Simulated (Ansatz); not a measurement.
# GaC (hypothetical, Pm-3m): phonons against volume, part 3 of 4

Which modes of GaC (hypothetical) drive its thermal expansion? The crystal structure is hypothetical: it was made by swapping elements on a known structure type.

Ansatz 0.2.0; DFT PBEsol, scalar-relativistic, plane waves, PAW.

So far. Step 2 (Probe on a coarse mesh): The start is under -17 GPa at this level and looks like a metal on this mesh. Step 5 (Tight relaxation): The residual pressure is -0.0072 GPa, small enough for phonons.

### Step 6. Phonons, V/V0 1

Phonons at this volume give one point of F(V, T); meshes stay fixed along the series.

File input.yaml:

```yaml
crystal:
  lattice:
    - [2.7720378392, 0.0, 0.0]
    - [0.0, 2.7720378392, 0.0]
    - [0.0, 0.0, 2.7720378392]
  atoms:
    - { symbol: Ga, position: [0.0, 0.0, 0.0] }
    - { symbol: C, position: [0.5, 0.5, 0.5] }
kpoints:
  mp_grid: { grid: [16, 16, 16] }
hamiltonian:
  xc: pbesol
scf:
  occupations: { method: methfessel_paxton, width: 0.15 }
output:
  eigenvalues: true
phonons:
  method: dfpt
  qmesh: [4, 4, 4]
  temperatures: { t_max: 1000, t_step: 50 }
  qpath:
    path:
      - [[0.0, 0.0, 0.0], [0.0, 0.5, 0.0], [0.5, 0.5, 0.0], [0.0, 0.0, 0.0], [0.5, 0.5, 0.5], [0.0, 0.5, 0.0]]
      - [[0.5, 0.5, 0.5], [0.5, 0.5, 0.0]]
    npoints: 10
```

Run with:

```bash
$ ansatz run input.yaml --threads 4 --pin off --max-ram 8192MiB --backend cpu --events-out ev --progress --plain --runs-dir out
```

Numbers of over 12 decimals in the logs are rounded to 6 here.

Output:

```text
[...]
Crystal: 2 atoms, lattice volume = 21.301 Å³
Basis set: ecut = 420 eV, 437 PW (Γ), exchange–correlation on 40×40×40 points (8 copies of the dense FFT grid, shifted against one another)
Bands: 13, of which v1, the nominal top of the filled ones, is band 9 counted from 1 (8 counted from 0)
Symmetry: 48 space group operations
k-points: 165 of 4096
[...]
SCF iter   1: F=—  HF=-3986.151512 eV  |F-HF|=—  |Δ(HF+E_count)|=         —  Δρ=1.64e-2  dr2=6.83e-2  ethr=1.77e-3  ⟨swp⟩=4.7  Hψ=10676  notcnv=0
[...]
SCF iter   8: F=-3986.133002 eV  HF=-3986.133002 eV  |F-HF|=4.55e-13  |Δ(HF+E_count)|=  5.23e-11  S|Δr|=    0.00e0  Δρ=1.46e-8  dr2=3.10e-14  ethr=1.00e-12  ⟨swp⟩=5.4  Hψ=8143  notcnv=0
SCF 1 converged in 8 iterations: F = -3986.133002 eV  dr2 = 3.10e-14
[...]
phonons: the bands overlap, so this run is a metal and interpolates without the dipole-dipole term. If the crystal is really an insulator or semiconductor, its LO-TO splitting is missing
NSCF: frozen V_eff on 165 k-points
[...]
DFPT response loops at q = (0, 0, 0) (fractional): preconditioner auto → Kerker (q_TF=auto, 2.628 Å⁻¹) (partly filled bands, converged f_vac=0.000); β = 1.00, the filter's whole step (`scf.mixing.beta` (0.50) is not read by the response loops under this deck's `scf.mixing.preconditioner`; to damp them name `kerker` or `kerker_dos`, under which they read `scf.mixing.beta`, and type it under 1.00, their step now; both keys bind the ground state too); Broyden in place of MSR1
[...]
SCF converged after 8 iterations
[...]
Free energy (F): -3986.133002 eV
[...]
Internal energy: -3986.133436 eV  (E = F + TS)
E sigma→0 (E₀):  -3986.133111 eV
Entropy (-TS):   0.000434 eV (0.217 meV/atom)
Fermi energy:    12.449258 eV
[...]
--- Band table (eV; the first three rows and the last of 165) ---
  k-point 0: bands = [... 5 lower, -2.3687, 12.1110, 12.1110, 12.1110, 13.7728, 21.2132, 21.2132, 26.4314]
  k-point 1: bands = [... 5 lower, -2.3681, 11.4153, 12.1672, 12.1672, 14.2154, 21.2779, 21.4164, 26.2829]
  k-point 2: bands = [... 5 lower, -2.3666, 10.1142, 12.3317, 12.3317, 14.8432, 21.4724, 21.7983, 25.8494]
  k-point 164: bands = [... 5 lower, 5.2910, 10.0729, 10.0729, 10.0729, 13.2460, 13.2460, 13.2460, 14.6771]
--- Phonons (Γ-DFPT): 2 representative perturbations + reference (Σ response iterations 7) ---
  ASR residual: 3.980e-6 → 0.000e0 eV/Å²; symmetrization residual: 2.849e-6 eV/Å²
  ASR residual per site (eV/Å²): 3.12e-7 3.98e-6
  Γ frequencies (cm⁻¹): -137.38 -137.38 -137.38 0.00 0.00 0.00
--- Phonons (arbitrary-q DFPT): 10 irreducible q on the 4×4×4 mesh ---
  q = [0.0000, 0.0000, 0.0000] (star 1, of the zone-centre solve; hermiticity 8.01e-6, symmetrization 3.32e-11): -137.38 -137.38 -137.38 -0.00 -0.00 0.00
  q = [0.0000, 0.0000, 0.2500] (star 6, 4 solved perturbations in 4032 linear systems a pass and spin channel, the states on 1296 of 4096 k-point pairs; hermiticity 1.94e-7, symmetrization 5.18e-13): -191.34 -191.34 -165.02 -51.19 -51.19 138.78
[...]
q = [0.0000, 0.2500, -0.5000] (star 12, 6 solved perturbations on 1296 of 4096 k-point pairs; hermiticity 2.28e-7, symmetrization 4.28e-10): -425.39 -314.17 -98.01 115.12 192.35 234.21
[...]
sum rule: each row above includes the acoustic sum rule's correction from the zone centre's row sums; it moved no ω² by more than (0.30 cm⁻¹)²
  mesh force constants: q→R imaginary residual 3.54e-19; ASR residual 3.980e-6 → 0.000e0 eV/Å²; symmetrization residual 3.997e-15 eV/Å²
  interpolated dispersion: 62 rows × 6 modes
  density of states and harmonic sums: on the 24×24×24 q-mesh, interpolated from the force constants of a 4×4×4 supercell (no non-analytic term)
  largest difference from the sums on the solved wave vectors: F 3.25e-2 eV, S 3.41e-5 and C_V 1.41e-5 eV/K
  zero-point energy: 0.024594 eV/cell   skipped modes (ω ≤ 0): 1423, of them read as no rigid motion or as one in doubt: 1420 (3.106e0 modes/cell left out, lowest -565.47 cm⁻¹)   left out of the sums: 5.18e-1 of the cell's modes: C_V's classical limit lies that fraction below 3 k_B per atom; for a crystal, a wire or a layer, F and S can be off by more, and a phonons.interpolated_qmesh denser along its periods is the remedy for the sampling
```

Run time: 3.1 min. Hardware: 4 threads of Arm Neoverse V2, shared host; peak memory 1.9 GiB.

Numbers from this step:

```
Γ frequencies                : -137.4, -137.4, -137.4, 0, 0, 0 cm⁻¹ (negative: imaginary)
lowest frequency on the path : -564.1 cm⁻¹
point group                  : m-3m
highest frequency            : 240.1 cm⁻¹
```

No LO-TO term. The phonon branches at the labelled points (cm⁻¹):

| point | branch 1 | branch 2 | branch 3 | branch 4 | branch 5 | branch 6 |
| --- | --- | --- | --- | --- | --- | --- |
| Γ | -137 | -137 | -137 | 0 | 0 | 0 |
| halfway | -191 | -191 | -165 | -51 | -51 | 139 |
| X | -328 | -328 | -71 | -71 | 182 | 239 |
| halfway | -425 | -314 | -98 | 115 | 192 | 234 |
| M | -452 | -114 | 178 | 178 | 201 | 201 |
| halfway | -347 | -273 | -194 | -78 | 121 | 133 |
| Γ | -137 | -137 | -137 | 0 | 0 | 0 |
| halfway | -357 | -233 | -233 | 115 | 115 | 117 |
| R | -250 | -250 | -250 | 175 | 175 | 175 |
| halfway | -375 | -351 | 98 | 106 | 185 | 191 |
| X | -328 | -328 | -71 | -71 | 182 | 239 |
| jump to R | -250 | -250 | -250 | 175 | 175 | 175 |
| halfway | -560 | 88 | 124 | 124 | 176 | 176 |
| M | -452 | -114 | 178 | 178 | 201 | 201 |

The phonon branches as a text plot (rows in cm⁻¹):

```
    223 |      ********                              *****
    190 |      ***********                    *******************
    156 |    **      ** *****              ***  ****      **
    123 |   *       *    *   **         ***        *        **
     89 |  *  *    *          **     ***            **       *
     56 | *       *   *         *   ***              *
     22 |*                       * *                  *
    -11 |**              *       **
    -45 |  ***                 **                 *    *    *
    -78 |     ******       ****                         **    *
   -112 |    *      *******                                    **
   -145 |***                    *****                      *
   -179 | ***        *    *******                *
   -212 |                      *    ****
   -246 |    *             **           ***   ***         *
   -279 |     *     *        **      **    ***  *         *
   -313 |      **                          **    *       *
   -346 |        ***         *         ****      ********
   -380 |         *                               *****
   -413 |          *       **
   -447 |           *******                                *
   -480 |                                                       *
   -514 |                                                   *  *
   -547 |                                                    **
         Γ      X      M          Γ            R        X|R     M
```

Tetrahedra on 24 24 24, mean over bins of 10 cm⁻¹. Phonon density of states against wavenumber; read off at these points:

wavenumber (cm⁻¹), phonon density of states (1/cm⁻¹/cell) and a bar:
```
   -550.0     0.0004 
   -525.0     0.0009 
   -500.0     0.0015 #
   -475.0     0.0024 ##
   -450.0     0.0047 ###
   -425.0     0.0045 ###
   -400.0     0.0053 ####
   -375.0     0.0070 #####
   -350.0     0.0068 #####
   -325.0     0.0080 ######
   -300.0     0.0073 ######
   -275.0     0.0088 #######
   -265.0     0.0088 #######
   -250.0     0.0067 #####
   -225.0     0.0046 ###
   -200.0     0.0054 ####
   -175.0     0.0071 #####
   -150.0     0.0053 ####
   -125.0     0.0029 ##
   -100.0     0.0076 ######
    -75.0     0.0106 ########
    -65.0     0.0116 #########
    -50.0     0.0095 #######
    -25.0     0.0051 ####
      0.0     0.0045 ###
     25.0     0.0047 ####
     50.0     0.0066 #####
     75.0     0.0095 #######
    100.0     0.0113 #########
    125.0     0.0153 ############
    150.0     0.0200 ################
    175.0     0.0370 ##############################
    200.0     0.0087 #######
    225.0     0.0038 ###
```

The modes has structure finer than the step of the table below, so its rows give means over 20 cm⁻¹, whole bins alone (the curve runs from -569 to 254 cm⁻¹). Peaks (cm⁻¹: height): C -341.1: 0.00853, -273.8: 0.00931, -196.2: 0.00778, -82.4: 0.00324, 93.5: 0.00254, 140.1: 0.00468, 202.2: 0.00592; Ga -66.9: 0.0115, 176.3: 0.0303.

Phonopy on the run's constants, 21x21x21 mesh, Gaussian sigma 5.9 cm⁻¹. Table of modes by wavenumber; means over each step; values in 1/cm⁻¹/cell:

| wavenumber (cm⁻¹) | C | Ga |
| --- | --- | --- |
| -540 | 7.3e-4 | 0 |
| -520 | 0.00101 | 0 |
| -500 | 0.00157 | 0 |
| -480 | 0.00203 | 0 |
| -460 | 0.00403 | 0 |
| -440 | 0.00440 | 0 |
| -420 | 0.00465 | 3.1e-6 |
| -400 | 0.00503 | 1.0e-5 |
| -380 | 0.00616 | 1.8e-5 |
| -360 | 0.00701 | 2.8e-5 |
| -340 | 0.00807 | 2.9e-5 |
| -320 | 0.00780 | 3.0e-5 |
| -300 | 0.00738 | 3.3e-5 |
| -280 | 0.00775 | 4.7e-5 |
| -260 | 0.00841 | 6.6e-5 |
| -240 | 0.00455 | 3.6e-5 |
| -220 | 0.00454 | 4.2e-5 |
| -200 | 0.00709 | 8.0e-5 |
| -180 | 0.00642 | 9.0e-5 |
| -160 | 0.00558 | 1.3e-4 |
| -140 | 0.00383 | 1.7e-4 |
| -120 | 0.00284 | 9.0e-4 |
| -100 | 0.00267 | 0.00551 |
| -80 | 0.00259 | 0.00901 |
| -60 | 7.7e-4 | 0.0106 |
| -40 | 4.3e-4 | 0.00727 |
| -20 | 3.6e-4 | 0.00298 |
| 0 | 1.0e-4 | 0.00120 |
| 20 | 3.6e-4 | 0.00298 |
| 40 | 0.00108 | 0.00607 |
| 60 | 0.00112 | 0.00650 |
| 80 | 0.00180 | 0.00918 |
| 100 | 0.00199 | 0.00965 |
| 120 | 0.00197 | 0.0113 |
| 140 | 0.00419 | 0.0148 |
| 160 | 0.00334 | 0.0208 |
| 180 | 0.00456 | 0.0254 |
| 200 | 0.00554 | 0.00486 |
| 220 | 0.00393 | 1.6e-4 |
| 240 | 0.00203 | 1.7e-5 |

No LO-TO term. The modes at Γ (shares of kinetic energy by element, %) (negative means imaginary):

| mode | frequency (cm⁻¹) | symmetry | Ga % | C % |
| --- | --- | --- | --- | --- |
| 1 | -137.4 | T1u | 15 | 85 |
| 2 | -137.4 | T1u | 15 | 85 |
| 3 | -137.4 | T1u | 15 | 85 |
| 4 | 0.0 | T1u | 85 | 15 |
| 5 | 0.0 | T1u | 85 | 15 |
| 6 | 0.0 | T1u | 85 | 15 |

Displacements in mode 1 (-137.4 cm⁻¹), the largest set to 1:
```
Ga1  0.00 -0.01 -0.17
C2   0.00  0.08  1.00
```

The lowest solved frequency is -560 cm⁻¹, so the cell is unstable here and gives no valid free energy.

### Step 7. Single point at a scaled cell, V/V0 1.015

Symmetry fixes every atom, so a single point at the scaled cell gives the energy and pressure of this member.

input.yaml, the sections that differ from step 6:

```yaml
crystal:
  lattice:
    - [2.7858292992, 0.0, 0.0]
    - [0.0, 2.7858292992, 0.0]
    - [0.0, 0.0, 2.7858292992]
  atoms:
    - { symbol: Ga, position: [0.0, 0.0, 0.0] }
    - { symbol: C, position: [0.5, 0.5, 0.5] }
output:
  forces: true
  stress: true
  eigenvalues: true
# kpoints, hamiltonian, scf: as in step 6
# phonons: removed
```

Output:

```text
[...]
Crystal: 2 atoms, lattice volume = 21.620 Å³
Basis set: ecut = 420 eV, 437 PW (Γ), exchange–correlation on 40×40×40 points (8 copies of the dense FFT grid, shifted against one another)
Bands: 13, of which v1, the nominal top of the filled ones, is band 9 counted from 1 (8 counted from 0)
Symmetry: 48 space group operations
[...]
k-points: 165 of 4096
[...]
SCF iter   1: F=—  HF=-3986.149022 eV  |F-HF|=—  |Δ(HF+E_count)|=         —  Δρ=1.61e-2  dr2=6.74e-2  ethr=1.77e-3  ⟨swp⟩=4.7  Hψ=10643  notcnv=0
[...]
SCF iter   6: F=-3986.130883 eV  HF=-3986.130883 eV  |F-HF|=3.97e-9  |Δ(HF+E_count)|=   1.31e-7  S|Δr|=    0.00e0  Δρ=1.46e-5  dr2=2.02e-8  ethr=5.88e-10  ⟨swp⟩=5.7  Hψ=10021  notcnv=0
SCF 1 converged in 6 iterations: F = -3986.130883 eV  dr2 = 2.02e-8
[...]
SCF converged after 6 iterations
[...]
Free energy (F): -3986.130883 eV
[...]
Internal energy: -3986.131352 eV  (E = F + TS)
E sigma→0 (E₀):  -3986.131000 eV
Entropy (-TS):   0.000469 eV (0.234 meV/atom)
Fermi energy:    12.195261 eV
[...]
--- Stress (GPa, compression-positive) ---
       -2.088562      -0.000000      -0.000000
       -0.000000      -2.088562       0.000000
        0.000000       0.000000      -2.088562
  P = ⅓ Tr σ = -2.0886 GPa (-20.886 kbar)
--- Band table (eV; the first three rows and the last of 165) ---
  k-point 0: bands = [... 5 lower, -2.6017, 11.8777, 11.8777, 11.8777, 13.3765, 20.9354, 20.9354, 25.9889]
  k-point 1: bands = [... 5 lower, -2.6012, 11.1667, 11.9327, 11.9327, 13.8385, 20.9997, 21.1288, 25.8441]
  k-point 2: bands = [... 5 lower, -2.5997, 9.8727, 12.0942, 12.0942, 14.4727, 21.1931, 21.4818, 25.4220]
  k-point 164: bands = [... 5 lower, 5.0272, 9.8631, 9.8631, 9.8631, 13.0193, 13.0193, 13.0193, 14.3029]
```

It took 0.71 s on 4 threads; peak memory 0.33 GiB; 2.2 s of CPU time.

This step gave:

```yaml
pressure: -2.089 GPa
volume_per_atom: 10.81 Å³
```

The run ends at a pressure of -2.09 GPa.

### Step 8. Phonons, V/V0 1.015

The same q-mesh and k-mesh are kept at every volume, so that much of their error can cancel in the differences.

input.yaml, the sections that differ from step 7:

```yaml
output:
  eigenvalues: true
phonons:
  method: dfpt
  qmesh: [4, 4, 4]
  temperatures: { t_max: 1000, t_step: 50 }
  qpath:
    path:
      - [[0.0, 0.0, 0.0], [0.0, 0.5, 0.0], [0.5, 0.5, 0.0], [0.0, 0.0, 0.0], [0.5, 0.5, 0.5], [0.0, 0.5, 0.0]]
      - [[0.5, 0.5, 0.5], [0.5, 0.5, 0.0]]
    npoints: 10
# crystal, kpoints, hamiltonian, scf: as in step 7
```

Output:

```text
[...]
Crystal: 2 atoms, lattice volume = 21.620 Å³
Basis set: ecut = 420 eV, 437 PW (Γ), exchange–correlation on 40×40×40 points (8 copies of the dense FFT grid, shifted against one another)
Bands: 13, of which v1, the nominal top of the filled ones, is band 9 counted from 1 (8 counted from 0)
Symmetry: 48 space group operations
k-points: 165 of 4096
[...]
k-point 164: bands = [... 5 lower, 5.0272, 9.8630, 9.8630, 9.8630, 13.0193, 13.0193, 13.0193, 14.3029]
[...]
ASR residual: 3.051e-5 → 0.000e0 eV/Å²; symmetrization residual: 2.683e-6 eV/Å²
  ASR residual per site (eV/Å²): 9.71e-7 3.05e-5
  Γ frequencies (cm⁻¹): -149.86 -149.86 -149.86 0.00 0.00 0.00
--- Phonons (arbitrary-q DFPT): 10 irreducible q on the 4×4×4 mesh ---
[...]
interpolated dispersion: 62 rows × 6 modes
[...]
[key lines of the parts left out:]
SCF converged after 8 iterations
Free energy (F): -3986.130883 eV
Fermi energy:    12.195233 eV
```

Wall time 3.1 min (4 threads); peak memory 1.9 GiB; 12 min of CPU time.

No LO-TO term. The phonon branches at the labelled points (cm⁻¹):

| point | branch 1 | branch 2 | branch 3 | branch 4 | branch 5 | branch 6 |
| --- | --- | --- | --- | --- | --- | --- |
| Γ | -150 | -150 | -150 | 0 | 0 | 0 |
| halfway | -198 | -198 | -176 | -55 | -55 | 134 |
| X | -328 | -328 | -74 | -74 | 178 | 219 |
| halfway | -422 | -315 | -100 | 111 | 186 | 217 |
| M | -449 | -115 | 174 | 174 | 182 | 182 |
| halfway | -346 | -276 | -204 | -80 | 116 | 128 |
| Γ | -150 | -150 | -150 | 0 | 0 | 0 |
| halfway | -360 | -242 | -242 | 110 | 111 | 111 |
| R | -249 | -249 | -249 | 170 | 170 | 170 |
| halfway | -372 | -352 | 91 | 100 | 172 | 179 |
| X | -328 | -328 | -74 | -74 | 178 | 219 |
| jump to R | -249 | -249 | -249 | 170 | 170 | 170 |
| halfway | -551 | 82 | 90 | 90 | 172 | 172 |
| M | -449 | -115 | 174 | 174 | 182 | 182 |

The phonon branches as a text plot (rows in cm⁻¹):

```
    205 |      ********                              *****
    173 |     *************                 *********************
    140 |   **      **  * ****           ****    ***       *
    108 |                *   **        **          **       *
     76 |  *  *    *           *     ***            **       *
     43 | *       *             *   *                 *
     11 |*                       ***
    -21 |***                    **                    *
    -54 |   ***  *    *  *    **                       **
    -86 |      *****       ***                    *     **  * **
   -119 |    *      *******                                     *
   -151 |***                    ****                       *
   -183 | ***        *    *** ***   *            *
   -216 |                    * *    ***         *
   -248 |    *             **  *       ****   **          *
   -280 |     *     *        **      **    ***  *         *
   -313 |      **                          **    *       *
   -345 |        ***         *         ****      ********
   -378 |         *                               *****
   -410 |          *       **
   -442 |           *******                                *
   -475 |                                                       *
   -507 |                                                   *  *
   -540 |                                                    **
         Γ      X      M          Γ            R        X|R     M
```

The lowest solved frequency is -551 cm⁻¹, so the cell is unstable here and gives no valid free energy.

### Step 9. A cell at another volume, V/V0 0.985

Symmetry fixes every atom, so a single point at the scaled cell gives the energy and pressure of this member.

The cell differs from the one that the last finished run ended in (a 2.786 → 2.758 Å, b 2.786 → 2.758 Å, c 2.786 → 2.758 Å).

input.yaml, the sections that differ from step 8:

```yaml
crystal:
  lattice:
    - [2.7581077657, 0.0, 0.0]
    - [0.0, 2.7581077657, 0.0]
    - [0.0, 0.0, 2.7581077657]
  atoms:
    - { symbol: Ga, position: [0.0, 0.0, 0.0] }
    - { symbol: C, position: [0.5, 0.5, 0.5] }
output:
  forces: true
  stress: true
  eigenvalues: true
# kpoints, hamiltonian, scf: as in step 8
# phonons: removed
```

Output:

```text
[...]
Crystal: 2 atoms, lattice volume = 20.981 Å³
Basis set: ecut = 420 eV, 437 PW (Γ), exchange–correlation on 40×40×40 points (8 copies of the dense FFT grid, shifted against one another)
Bands: 13, of which v1, the nominal top of the filled ones, is band 9 counted from 1 (8 counted from 0)
Symmetry: 48 space group operations
[...]
k-points: 165 of 4096
[...]
--- Band table (eV; the first three rows and the last of 165) ---
  k-point 0: bands = [... 5 lower, -2.1290, 12.3509, 12.3509, 12.3509, 14.1812, 21.4990, 21.4990, 26.8868]
  k-point 1: bands = [... 5 lower, -2.1284, 11.6685, 12.4084, 12.4084, 14.6056, 21.5641, 21.7120, 26.7348]
  k-point 2: bands = [... 5 lower, -2.1267, 10.3611, 12.5761, 12.5761, 15.2266, 21.7596, 22.1229, 26.2893]
  k-point 164: bands = [... 5 lower, 5.5623, 10.2893, 10.2893, 10.2893, 13.4793, 13.4793, 13.4793, 15.0628]
[key lines of the parts left out:]
SCF converged after 6 iterations
Free energy (F): -3986.130779 eV
Fermi energy:    12.710824 eV
P = ⅓ Tr σ = 2.2613 GPa (22.613 kbar)
```

It took 0.7 s on 4 threads; peak memory 0.33 GiB; 2.2 s of CPU time.

The run ends at a pressure of 2.26 GPa.

(Part 3 of 4 ends here.)

[Logs are printed without paths, hosts, clocks, repeated set-up lines and the standing remarks that a program may print on its own settings, such as how far it seeks lower states.]

[Hosts, paths, dates, database ids (printed as entryN), source tags and the programs' standing remarks are cut or masked in the printed files.]

[A step with changed settings may run another functional than the one named; its input shows which.]

[Of the runs on displaced cells, only some may be shown.]
